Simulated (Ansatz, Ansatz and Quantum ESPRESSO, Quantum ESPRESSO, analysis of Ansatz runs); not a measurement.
## Do two programs agree on a hop of Na in Na2WO4 (Fd-3m)? (Ansatz and Quantum ESPRESSO)

Aim: the barrier of one jump in Na2WO4 (Fd-3m) (V_Na hop (3.2 Å), charge −1) from two independent programs, on a cell of 56 host atoms with 1 Na taken out. The second starts from the first's relaxed ends and band.

Method: two programs on one path, in Ansatz and Quantum ESPRESSO.

**1. The structure**

The cell holds 55 atoms: 15 Na, 8 W and 32 O. Its edges and angles: a = 9.109 Å, b = 9.109 Å, c = 9.109 Å, α = 90.0°, β = 90.0°, γ = 90.0°. It derives from Na2WO4 (space group Fd-3m). Nearest the centre at fractional (0.000, 0.375, 0.500): Na1 at 1.48 Å, O38 at 1.87 Å, O28 at 1.88 Å, Na8 at 2.69 Å, Na13 at 2.70 Å, O48 at 2.84 Å, O42 at 2.90 Å, O33 at 2.96 Å. The cell carries charge −1.

The cell's shortest repeat is 9.1 Å.

**2. The band in Ansatz**

5 movable images are laid between the ends on a pair-potential path, which keeps atoms from colliding in the first guess. Each image feels the true force across the path and a spring force along it. The highest image is set to climb to the top of the path.

Method: plane-wave PAW DFT, PBEsol, at one point at (¼, ¼, ¼).

The input, qm1.neb/input.yaml:

```yaml
crystal:
  lattice:
    - [9.1091061, 0.0, 0.0]
    - [0.0, 9.1091061, 0.0]
    - [0.0, 0.0, 9.1091061]
  atoms:
    - { symbol: Na, position: [0.11500262, 0.36925578, 0.38570513] }
    - { symbol: Na, position: [0.1238184, 0.87476554, 0.87381473] }
    - { symbol: Na, position: [0.63572928, 0.38029365, 0.86500691] }
    - { symbol: Na, position: [0.62690936, 0.87480467, 0.37688358] }
    - { symbol: Na, position: [0.37534375, 0.1263028, 0.37690952] }
    - { symbol: Na, position: [0.37534651, 0.62325476, 0.87385697] }
    - { symbol: Na, position: [0.88083711, 0.13510614, 0.86498974] }
    - { symbol: Na, position: [0.86980293, 0.61434636, 0.38573109] }
    - { symbol: Na, position: [0.37537154, 0.37479172, 0.12539815] }
    - { symbol: Na, position: [0.37535937, 0.87476501, 0.62536172] }
    - { symbol: Na, position: [0.87536871, 0.87477038, 0.12535765] }
    - { symbol: Na, position: [0.12386248, 0.12630555, 0.12532651] }
    - { symbol: Na, position: [0.1149837, 0.61439056, 0.63084694] }
    - { symbol: Na, position: [0.63570031, 0.1351491, 0.61985753] }
    - { symbol: Na, position: [0.6268998, 0.62327115, 0.12535138] }
    - { symbol: W, position: [0.25879601, 0.24708339, 0.75302511] }
    - { symbol: W, position: [0.25027269, 0.74966738, 0.25041241] }
    - { symbol: W, position: [0.74768967, 0.24709909, 0.24185012] }
    - { symbol: W, position: [0.74766568, 0.75823608, 0.75299201] }
    - { symbol: W, position: [0.00305026, -0.00869395, 0.4976855] }
    - { symbol: W, position: [0.00303543, 0.50243578, 0.00885474] }
    - { symbol: W, position: [0.50046608, -0.00010914, 0.00031484] }
    - { symbol: W, position: [0.49190009, 0.50245202, 0.49774162] }
    - { symbol: O, position: [0.37051402, 0.13273722, 0.63858779] }
    - { symbol: O, position: [0.36392337, 0.63707114, 0.13673873] }
    - { symbol: O, position: [0.8621134, 0.13274486, 0.13013313] }
    - { symbol: O, position: [0.86173519, 0.65067908, 0.63890972] }
    - { symbol: O, position: [0.15127415, 0.36116687, 0.63892435] }
    - { symbol: O, position: [0.1376747, 0.86331437, 0.13673734] }
    - { symbol: O, position: [0.63335468, 0.36152594, 0.13011364] }
    - { symbol: O, position: [0.63332019, 0.86996071, 0.6385568] }
    - { symbol: O, position: [0.14102131, 0.13540715, 0.86468249] }
    - { symbol: O, position: [0.13712625, 0.63652256, 0.36352954] }
    - { symbol: O, position: [0.63600275, 0.13543931, 0.35961189] }
    - { symbol: O, position: [0.63598517, 0.64048576, 0.86466583] }
    - { symbol: O, position: [0.37053337, 0.36151081, 0.86733436] }
    - { symbol: O, position: [0.36391393, 0.86332959, 0.36300047] }
    - { symbol: O, position: [0.86178492, 0.36119037, 0.34934356] }
    - { symbol: O, position: [0.8620998, 0.86996537, 0.86730212] }
    - { symbol: O, position: [0.38682075, 0.11249438, 0.11398504] }
    - { symbol: O, position: [0.38019138, 0.61678276, 0.61220469] }
    - { symbol: O, position: [0.88894369, 0.09883085, 0.61176013] }
    - { symbol: O, position: [0.88862702, 0.61677777, 0.1206057] }
    - { symbol: O, position: [0.11739757, 0.3880203, 0.12058092] }
    - { symbol: O, position: [0.11737275, 0.87958415, 0.6121458] }
    - { symbol: O, position: [0.59946973, 0.38837924, 0.61181211] }
    - { symbol: O, position: [0.61307547, 0.88624174, 0.11397698] }
    - { symbol: O, position: [0.11473612, 0.10906187, 0.38602273] }
    - { symbol: O, position: [0.11469264, 0.61411482, 0.89108876] }
    - { symbol: O, position: [0.6136044, 0.11303207, 0.88718524] }
    - { symbol: O, position: [0.60962488, 0.61414432, 0.38605238] }
    - { symbol: O, position: [0.38015875, 0.38801757, 0.3834427] }
    - { symbol: O, position: [0.38680683, 0.88623949, 0.88773735] }
    - { symbol: O, position: [0.88893286, 0.38833614, 0.90137346] }
    - { symbol: O, position: [0.88864588, 0.87954779, 0.38337519] }
total_charge: -1
basis:
  ecutwfc: 420
  xc_grid: 2
hamiltonian:
  xc: pbesol
kpoints:
  mp_grid: { grid: [1, 1, 1], shift: [0.25, 0.25, 0.25] }
scf:
  occupations: { method: fixed }
  max_iter: 120
output:
  forces: true
neb:
  images: 5
  f_tol: 0.04
  climbing: true
  initial_path: idpp
  max_iterations: 45
  order_check: false
  final_atoms:
    - { symbol: Na, position: [-0.11385038, 0.36919446, 0.61456772] }
    - { symbol: Na, position: [0.12577506, 0.87477314, 0.8749593] }
[... 5 atom lines left out ...]
    - { symbol: Na, position: [0.88613901, 0.61436693, 0.36938748] }
[... 4 atom lines left out ...]
    - { symbol: Na, position: [0.13133375, 0.61438487, 0.61456775] }
[... 2 atom lines left out ...]
    - { symbol: W, position: [0.25341829, 0.24708212, 0.75840811] }
[... 1 atom line left out ...]
    - { symbol: W, position: [0.74227736, 0.24708645, 0.24727693] }
[... 1 atom line left out ...]
    - { symbol: W, position: [-0.00188234, -0.00869267, 0.50264529] }
[... 6 atom lines left out ...]
    - { symbol: O, position: [0.86394852, 0.63650116, 0.63670177] }
    - { symbol: O, position: [0.13933894, 0.36114317, 0.65083804] }
[... 4 atom lines left out ...]
    - { symbol: O, position: [0.13933199, 0.65067903, 0.36132584] }
[... 4 atom lines left out ...]
    - { symbol: O, position: [0.84982711, 0.36114736, 0.36134753] }
[... 3 atom lines left out ...]
    - { symbol: O, position: [0.88642646, 0.10902194, 0.6143382] }
[... 5 atom lines left out ...]
    - { symbol: O, position: [0.11220921, 0.09886194, 0.38858093] }
[... 6 atom lines left out ...]
    - { symbol: O, position: [0.88383188, 0.87956837, 0.38818594] }
```

Started as:

```bash
$ ansatz run input.yaml --threads 16 --pin off --max-ram 26378MiB --backend cpu --events-out ev --progress --plain --runs-dir out
```

What it wrote:

```text
Warning: neb: disabling space-group detection — the band's intermediate images generally break the endpoint symmetry, so the full k-mesh is solved, and no spatial operation symmetrises the density, except that a semilocal band can use its path's symmetry [...]
Engine: ansatz 0.2.0, aarch64-unknown-linux-gnu
Pseudopotentials: kind: paw
Pseudopotential: Na, paw, valence charge 9, recommended cutoff 420 eV (normal), Na.paw.azcp
Pseudopotential: W, paw, valence charge 14, recommended cutoff 420 eV (normal), W.paw.azcp
Pseudopotential: O, paw, valence charge 6, recommended cutoff 420 eV (normal), O.paw.azcp
Functional definition: PBEsol
  exchange = pbesol_x
  correlation = pbesol_c
parallel-image band execution: 5 concurrent image workers
NEB image 0
Crystal: 55 atoms, lattice volume = 755.835 Å³
Basis set: ecut = 420 eV, 14771 PW (Γ), exchange–correlation on 128×128×128 points (8 copies of the dense FFT grid, shifted against one another)
Bands: 275, of which v1, the nominal top of the filled ones, is band 220 counted from 1 (219 counted from 0)
Symmetry: 1 space group operations
k-points: 1
Non-local potential: Na, projectors of the file, l = 0: 3, l = 1: 2, l = 2: 1
Non-local potential: W, projectors of the file, l = 0: 3, l = 1: 2, l = 2: 2, l = 3: 1
Non-local potential: O, projectors of the file, l = 0: 2, l = 1: 2, l = 2: 1
PAW form: soft (Blöchl's): semilocal exchange-correlation on the pseudo side does not see the compensation charge
PAW frozen core: Na, regenerated for the run's functional, and the local potential with it (the file was generated under x = pbe(κ = 0.804, μ = 0.219515), c = pbe(β = 0.066725))
[...]
- { symbol: Na, position: [0.126799, 0.874596, 0.878167] }
    - { symbol: Na, position: [0.636506, 0.380326, 0.864243] }
    - { symbol: Na, position: [0.622537, 0.874599, 0.373892] }
    - { symbol: Na, position: [0.368176, 0.133680, 0.380569] }
    - { symbol: Na, position: [0.376258, 0.621572, 0.875851] }
    - { symbol: Na, position: [0.880977, 0.133680, 0.867770] }
    - { symbol: Na, position: [0.875064, 0.619149, 0.374657] }
[...]
- { symbol: Na, position: [0.120159, 0.133646, 0.132515] }
    - { symbol: Na, position: [0.126075, 0.619170, 0.625670] }
    - { symbol: Na, position: [0.632921, 0.133646, 0.619751] }
    - { symbol: Na, position: [0.624880, 0.621572, 0.124473] }
    - { symbol: W, position: [0.266125, 0.246555, 0.765720] }
    - { symbol: W, position: [0.249606, 0.755760, 0.251065] }
    - { symbol: W, position: [0.734981, 0.246551, 0.234576] }
    - { symbol: W, position: [0.751473, 0.755760, 0.749198] }
    - { symbol: W, position: [0.000575, -0.015500, 0.500170] }
    - { symbol: W, position: [0.000592, 0.504075, 0.000195] }
    - { symbol: W, position: [0.500565, -0.002373, 0.000160] }
    - { symbol: W, position: [0.500603, 0.504075, 0.500184] }
    - { symbol: O, position: [0.371791, 0.134145, 0.643686] }
    - { symbol: O, position: [0.362494, 0.641027, 0.138162] }
    - { symbol: O, position: [0.856976, 0.134143, 0.128876] }
    - { symbol: O, position: [0.865633, 0.647076, 0.635019] }
    - { symbol: O, position: [0.160531, 0.369903, 0.660129] }
    - { symbol: O, position: [0.135773, 0.869331, 0.137920] }
    - { symbol: O, position: [0.621204, 0.358070, 0.120798] }
    - { symbol: O, position: [0.638328, 0.869330, 0.635365] }
[...]
- { symbol: O, position: [0.390857, 0.389086, 0.387606] }
    - { symbol: O, position: [0.387253, 0.884246, 0.886848] }
    - { symbol: O, position: [0.888013, 0.389085, 0.890449] }
    - { symbol: O, position: [0.884604, 0.877448, 0.384199] }
[key lines of the parts left out:]
SCF converged after 8 iterations
Free energy (F): -122167.597371 eV
Fermi energy:    4.215547 eV
```

Wall time 3.2 min (16 threads of Arm Neoverse N1, shared host); peak memory 5.7 GiB.

The column dr2 measures how far the density is from self-consistency, as an energy; F and HF (Harris–Foulkes) agree once it is small.

The band met its tolerance of 0.04 eV/Å after 7 iterations, with image 3 on top (the start counts as 0). Na1, which moves farthest between the ends, has 6 O at 2.33 to 2.45 Å nearest at the start and 4 O at 2.12 to 2.39 Å at the top.

**3. The band in Quantum ESPRESSO**

5 movable images are laid between the ends on the band that Ansatz converged, shifted to this program's ends. Each image feels the true force across the path and a spring force along it. The highest image is set to climb to the top of the path.

Method: Quantum ESPRESSO plane-wave DFT, PBEsol, GBRV 1.5 PBEsol potentials, at one point at (¼, ¼, ¼).

The input, neb.in:

```
BEGIN
BEGIN_PATH_INPUT
&PATH
  restart_mode = 'from_scratch'
  string_method = 'neb'
  nstep_path = 45
  ds = 1.5
  opt_scheme = 'broyden'
  num_of_images = 7
  k_max = 0.3
  k_min = 0.2
  CI_scheme = 'auto'
  path_thr = 0.05
/
END_PATH_INPUT
BEGIN_ENGINE_INPUT
&CONTROL
  prefix = 'pwscf'
  outdir = './tmp'
  pseudo_dir = './pseudo'
  disk_io = 'low'
/
&SYSTEM
  ibrav = 0
  nat = 55
  ntyp = 3
  ecutwfc = 40
  ecutrho = 324
  nbnd = 224
  occupations = 'fixed'
  tot_charge = -1
  nosym = .true.
/
&ELECTRONS
  conv_thr = 6d-08
  electron_maxstep = 100
  mixing_beta = 0.5
/
ATOMIC_SPECIES
Na    22.9898 na_pbesol_v1.5.uspp.F.UPF
W    183.8400 w_pbesol_v1.2.uspp.F.UPF
O     15.9990 o_pbesol_v1.2.uspp.F.UPF
CELL_PARAMETERS angstrom
   9.1091060956    0.0000000000    0.0000000000
   0.0000000000    9.1091060956    0.0000000000
   0.0000000000    0.0000000000    9.1091060956
BEGIN_POSITIONS
FIRST_IMAGE
ATOMIC_POSITIONS crystal
Na     0.1150238823    0.3692880738    0.3856831592
Na     0.1238243270    0.8747663294    0.8738225552
Na     0.6357051844    0.3802593376    0.8650298390
Na     0.6269020617    0.8748021641    0.3768774920
Na     0.3753457768    0.1262959651    0.3769015995
Na     0.3753460405    0.6232593191    0.8738621391
Na     0.8808062471    0.1350866979    0.8650123779
Na     0.8698409665    0.6143765207    0.3857061594
Na     0.3753724371    0.3747902886    0.1253948467
Na     0.3753582887    0.8747650106    0.6253620849
Na     0.8753709282    0.8747693702    0.1253557647
Na     0.1238655442    0.1262962698    0.1253292588
Na     0.1150067510    0.6144156371    0.6308169391
Na     0.6356795212    0.1351251763    0.6198903717
Na     0.6268918956    0.6232766221    0.1253519778
W      0.2588004027    0.2470692730    0.7530409027
W      0.2502617540    0.7496590540    0.2504255356
W      0.7476735543    0.2470836333    0.2418515322
W      0.7476499280    0.7582384330    0.7530107814
W      0.0030645062   -0.0087010645    0.4976700804
W      0.0030504712    0.5024510560    0.0088568186
W      0.5004744621   -0.0001008300    0.0003011075
W      0.4918958809    0.5024685432    0.4977229605
O      0.3709269677    0.1323455918    0.6381886843
O      0.3643295839    0.6366799620    0.1363353272
O      0.8625104937    0.1323519229    0.1297185175
O      0.8621316959    0.6502153375    0.6385124099
O      0.1508066754    0.3615617053    0.6385261338
O      0.1372827770    0.8637198973    0.1363319274
O      0.6329605060    0.3619249144    0.1297019226
O      0.6329304498    0.8703706465    0.6381583729
O      0.1406333230    0.1350080562    0.8650804361
O      0.1367053026    0.6361002439    0.3639497019
O      0.6356048214    0.1350407202    0.3600037802
O      0.6355862645    0.6400938754    0.8650679623
O      0.3709438003    0.3619079212    0.8677260469
O      0.3643203238    0.8637335120    0.3633903003
O      0.8621795772    0.3615821720    0.3498140516
O      0.8624971501    0.8703741263    0.8676949529
O      0.3864152165    0.1128850724    0.1143904524
O      0.3797783532    0.6171766463    0.6125993122
O      0.8885495418    0.0992973731    0.6121588219
O      0.8882266943    0.6171715859    0.1210162386
O      0.1177889569    0.3876233438    0.1209942455
O      0.1177684437    0.8791746550    0.6125447303
O      0.5999325896    0.3879847736    0.6122073108
O      0.6134656833    0.8858354551    0.1143822165
O      0.1151329020    0.1094536916    0.3856239007
O      0.1150913222    0.6145140111    0.8906984817
O      0.6140256527    0.1134523356    0.8867656245
O      0.6100186989    0.6145430279    0.3856520180
O      0.3797497943    0.3876205134    0.3830494946
O      0.3864004777    0.8858331936    0.8873457435
O      0.8885415665    0.3879436747    0.9009052230
O      0.8882432955    0.8791393648    0.3829842272
INTERMEDIATE_IMAGE
ATOMIC_POSITIONS crystal
Na     0.0812838705    0.3512022720    0.4192815061
Na     0.1264753417    0.8741027674    0.8763833079
[... 53 atom lines left out ...]
INTERMEDIATE_IMAGE
ATOMIC_POSITIONS crystal
Na     0.0424328743    0.3297328731    0.4582843784
Na     0.1268348802    0.8741645068    0.8776141023
[... 53 atom lines left out ...]
INTERMEDIATE_IMAGE
ATOMIC_POSITIONS crystal
Na     0.0005322193    0.3167882219    0.5001333792
Na     0.1268017638    0.8745967761    0.8781712494
[... 53 atom lines left out ...]
INTERMEDIATE_IMAGE
ATOMIC_POSITIONS crystal
Na    -0.0412962299    0.3297310614    0.5420175118
Na     0.1266386875    0.8750734146    0.8780857656
[... 53 atom lines left out ...]
INTERMEDIATE_IMAGE
ATOMIC_POSITIONS crystal
Na    -0.0802812364    0.3511942265    0.5808509909
Na     0.1264390901    0.8753689280    0.8775223326
[... 53 atom lines left out ...]
LAST_IMAGE
ATOMIC_POSITIONS crystal
Na    -0.1138752456    0.3692323886    0.6145910950
Na     0.1257743532    0.8747725506    0.8749582521
[... 5 atom lines left out ...]
Na     0.8861153467    0.6143915417    0.3694248825
[... 4 atom lines left out ...]
Na     0.1312973193    0.6144086182    0.6145912741
[... 2 atom lines left out ...]
W      0.2534324594    0.2470701227    0.7584187361
[... 1 atom line left out ...]
W      0.7422681871    0.2470739404    0.2472636268
[... 1 atom line left out ...]
W     -0.0018951609   -0.0087038693    0.5026566019
[... 6 atom lines left out ...]
O      0.8643729096    0.6360780668    0.6362773100
O      0.1389448730    0.3615388797    0.6503713006
[... 4 atom lines left out ...]
O      0.1389381619    0.6502121704    0.3617209728
[... 4 atom lines left out ...]
O      0.8502939760    0.3615415836    0.3617405502
[... 3 atom lines left out ...]
O      0.8860308121    0.1094144995    0.6147326745
[... 5 atom lines left out ...]
O      0.1126034217    0.0993293675    0.3881853370
[... 6 atom lines left out ...]
O      0.8834389082    0.8791590552    0.3877913695
END_POSITIONS
K_POINTS crystal
1
0.25 0.25 0.25 1.0
END_ENGINE_INPUT
END
```

Started as:

```bash
$ OMP_NUM_THREADS=1 mpirun -n 16 neb.x -ni 4 -inp neb.in > neb.out
```

What it wrote:

```text
[shortened: banners, details of potentials and solvers, and blank lines are left out]
     path-images division:  nimage    =       4
     initial path length           =  6.5446 bohr
     initial inter-image distance  =  1.0908 bohr
     string_method                 =    neb
     restart_mode                  =    from_scratch
     opt_scheme                    =    broyden
     num_of_images                 =    7
     nstep_path                    =    45
     CI_scheme                     =    auto
     first_last_opt                =    F
     use_freezing                  =    F
     ds                            =    1.5000 a.u.
     k_max                         =    0.3000 a.u.
     k_min                         =    0.2000 a.u.
     path_thr                      =    0.0500 eV / A
     ------------------------------ iteration   1 ------------------------------
     activation energy (->) =   0.559947 eV
     activation energy (<-) =   0.559976 eV
     image        energy (eV)        error (eV/A)        frozen
         1     -50810.7880345            0.014004            T
         2     -50810.6096564            0.803650            F
         3     -50810.3210687            0.716446            F
         4     -50810.2280874            0.035942            F
         5     -50810.3207980            0.715861            F
         6     -50810.6092707            0.804151            F
         7     -50810.7880633            0.013355            T
     climbing image =  4
     path length          =  6.545 bohr
[...]
------------------------------ iteration   5 ------------------------------
     activation energy (->) =   0.559293 eV
     activation energy (<-) =   0.559321 eV
     image        energy (eV)        error (eV/A)        frozen
         1     -50810.7880345            0.014004            T
         2     -50810.5530428            0.037259            F
         3     -50810.2948505            0.038870            F
         4     -50810.2287420            0.012347            F
         5     -50810.2946456            0.039149            F
         6     -50810.5526575            0.036732            F
         7     -50810.7880633            0.013355            T
     climbing image =  4
     path length          =  6.523 bohr
[...]
neb: convergence achieved in   5 iterations
   JOB DONE.
```

Run time: 50 min. Hardware: 16 MPI ranks; peak memory 15 GiB.

The band met its tolerance of 0.05 eV/Å after 5 iterations, with image 3 on top (the start counts as 0). Na1, which moves farthest between the ends, has 6 O at 2.33 to 2.45 Å nearest at the start and 4 O at 2.12 to 2.39 Å at the top.

**4. Side by side**

```tsv
program	top over the start (eV)	over the end (eV)	hop length (Å)	movable images	iterations	time
Ansatz	0.528	0.528	2.95	5	7	3.2 min
Quantum ESPRESSO	0.559	0.559	2.95	5	5	50 min
```

Path length (Å) and energy (eV from the start) of each image:

```tsv
image	Ansatz, length	Ansatz, energy	Quantum ESPRESSO, length	Quantum ESPRESSO, energy
0	0.00	0.000	0.00	0.000
1	0.58	0.170	0.68	0.235
2	1.15	0.441	1.23	0.493
3	1.73	0.528	1.73	0.559
4	2.31	0.441	2.22	0.493
5	2.89	0.170	2.78	0.235
6	3.46	0.000	3.45	0.000
```

**5. What came out**

- top over the start, Ansatz: 0.528 eV
- top over the start, Quantum ESPRESSO: 0.559 eV
- difference: 0.031 eV

The tops lie 0.528 and 0.559 eV above the starts, 0.031 eV apart, a factor of 3.3 in a rate at 300 K. At the top the nearest neighbour of Na1 is O at 2.12 Å in Ansatz and O at 2.12 Å in Quantum ESPRESSO. No image-charge correction is applied. Both use the same single k-point, so agreement says nothing of the sampling error. The order of the top as a saddle was not checked for all atoms, so a bent path could be lower. The second band began on the first's path, so iterations and times don't compare, and both may miss the same lower path. What this leaves open: one k-point off the zone centre stands for the whole zone; spin–orbit coupling, which can matter with heavy atoms, is left out.

[Long decimals in the printed logs are rounded to 6 places.]

[Repeated set-up lines and some long k-point lines are left out of the logs, and relaxed atomic positions are cut to six decimals.]

[Logs are printed without paths, hosts, clocks, repeated set-up lines and the standing remarks that a program may print on its own settings, such as how far it seeks lower states.]

[Hosts, paths, dates, database ids (printed as entryN), source tags and the programs' standing remarks are cut or masked in the printed files.]
